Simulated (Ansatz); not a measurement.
An input for Ansatz 0.2.0 (Ta2O5 (P2/m)):

```yaml
crystal:
  lattice:
    - [3.8414080139, 0.0, 0.0]
    - [0.0, 3.86271575, 0.0]
    - [-1.8189421445, 0.0, 6.5289594201]
  atoms:
    - { symbol: Ta, position: [0.64953073, 0.0, 0.79131453] }
    - { symbol: Ta, position: [0.35046927, 0.0, 0.20868547] }
    - { symbol: O, position: [0.6621243, 0.5, 0.79832929] }
    - { symbol: O, position: [0.3378757, 0.5, 0.20167071] }
    - { symbol: O, position: [0.18976057, 0.0, 0.87062125] }
    - { symbol: O, position: [0.81023943, 0.0, 0.12937875] }
    - { symbol: O, position: [0.5, 0.0, 0.5] }
kpoints:
  mp_grid: { grid: [4, 4, 2] }
hamiltonian:
  xc: r2scan
scf:
  occupations: { method: fixed }
gw:
  n_empty_bands: 102
  ecut_chi: 60.0
  qp_bands: [v1, c1]
  qp_kpoints: band_edges
  screening: { model: contour_deformation }
```

```sh
ansatz run input.yaml --threads 4 --pin off --max-ram 36864MiB --backend cpu --events-out ev --progress --plain --runs-dir out
```

Q: How long will it take on 4 threads of Arm Neoverse V1, shared host, and how much memory?

It took 24 s; on shared hardware allow 12 s to 47 s. Peak host memory was 0.69 GiB. The sizes that set the cost: 2443 plane waves a state, 18 irreducible k points, 130 bands summed, 111 plane waves in the screening and 8 SCF cycles.

The screening grows as filled bands × empty bands × pairs of k points, times the square of the screening basis for the matrix.

[Paths, hosts, dates, memory and timing lines, banners, echoed tables and standing remarks are left out of the program output.]

[Logs are printed without paths, hosts, clocks, repeated set-up lines and the standing remarks that a program may print on its own settings, such as how far it seeks lower states.]

[Runs of the session that timed out or met a known fault of the program may be left out.]

[Cells called generated may have been cut or substituted from an entry of the Crystallography Open Database or the Materials Project.]

[Hosts, paths, dates, database ids (printed as entryN), source tags and the programs' standing remarks are cut or masked in the printed files.]
